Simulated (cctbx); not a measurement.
## Accept or mend?

Cell a = 8.6570 Å, b = 8.6570 Å, c = 8.4370 Å, α = 90.00°, β = 90.00°, γ = 120.00°; space group P6_3/mmc (no. 194). The compound is Hf9Ti4Te.

Simulated single-crystal data (cctbx): Mo Kα, λ = 0.71073 Å, to d = 0.7 Å, 70 % of the full sphere, strongest reflection 70000 counts, noise from counting, a 6 % proportional error and a noise floor of 15 counts (s.d.); no absorption.

An anisotropic refinement with weights 1/σ² prints:

```text
Rint 0.046, 353 unique reflections to 0.70 A
cycle     R1     wR2    GooF  max shift (A)
   1  0.0117  0.0312   1.452   0.00041
   2  0.0104  0.0265   1.230   0.00000
final R1 0.0104 wR2 0.0265 GooF 1.230  parameters 18  data/parameter 19.6
atom        x        y        z      Ueq    occ   su(xyz)  su(Uiso or U11)
Hf1    0.54231  0.45769  0.25000   0.0058  1.000  0.00001  0.0001
Hf2    0.80571  0.19429  0.55091   0.0077  1.000  0.00002  0.0001
Te1    0.33333  0.66667  0.25000   0.0065  1.000  0.00000  0.0001
Ti1    0.00000  0.00000  0.50000   0.0100  1.000  0.00000  0.0004
Sc1    0.88909  0.11091  0.25000   0.0095  1.000  0.00007  0.0003
difference map: max 1.51 min -0.82 rms 0.26
Q1    0.1264  0.2528  0.7500    6    1.58  0.23 A from Sc1
Q2    0.2145  0.4290  0.7500    6    1.09  1.55 A from Sc1
Q3    0.3333  0.6667  0.2500    2    1.03  0.00 A from Te1
Q4    0.3333  0.6667  0.5185    4    0.91  2.17 A from Hf2
Q5    0.0904  0.4993  0.2500   12    0.87  1.37 A from Hf1
Q6    0.2498  0.6249  0.0943   12    0.81  1.46 A from Te1
```

Q: Accept it or mend it, and why?

Mend it. The fault: wrong element: Sc1 is Ti. Against the right model at the same level, R1 goes from 0.0090 to 0.0104 and GooF from 0.98 to 1.23. Sc1 has 1 electron too few and its U shrinks to make up, as expected (near an absorption edge f′ can widen the mismatch well beyond the difference in Z).

The compound is Hf9Ti4Te. The right model at the same level gives:

```text
Rint 0.046, 353 unique reflections to 0.70 A
cycle     R1     wR2    GooF  max shift (A)
   1  0.0091  0.0213   0.989   0.00016
   2  0.0090  0.0210   0.976   0.00000
final R1 0.0090 wR2 0.0210 GooF 0.976  parameters 18  data/parameter 19.6
atom        x        y        z      Ueq    occ   su(xyz)  su(Uiso or U11)
Hf1    0.54232  0.45768  0.25000   0.0058  1.000  0.00001  0.0001
Hf2    0.80571  0.19429  0.55091   0.0078  1.000  0.00001  0.0001
Te1    0.33333  0.66667  0.25000   0.0065  1.000  0.00000  0.0001
Ti1    0.00000  0.00000  0.50000   0.0100  1.000  0.00000  0.0003
Ti2    0.88907  0.11093  0.25000   0.0114  1.000  0.00006  0.0002
difference map: max 1.10 min -0.84 rms 0.24
Q1    0.2174  0.4347  0.7500    6    1.18  1.60 A from Ti2
Q2    0.3333  0.6667  0.2500    2    0.95  0.00 A from Te1
Q3    0.3333  0.6667  0.5204    4    0.94  2.17 A from Hf2
Q4    0.0917  0.4995  0.2500   12    0.87  1.38 A from Hf1
Q5    0.0959  0.3983  0.1727   24    0.80  1.36 A from Hf2
Q6    0.2478  0.6239  0.0944   12    0.79  1.46 A from Te1
```

The model is made up (kin elements in a known structure type, no relaxation), so it says nothing on whether the phase exists.

[Middle refinement cycles are left out of these outputs.]

[Logs are printed without paths, hosts, clocks, repeated set-up lines and the standing remarks that a program may print on its own settings, such as how far it seeks lower states.]
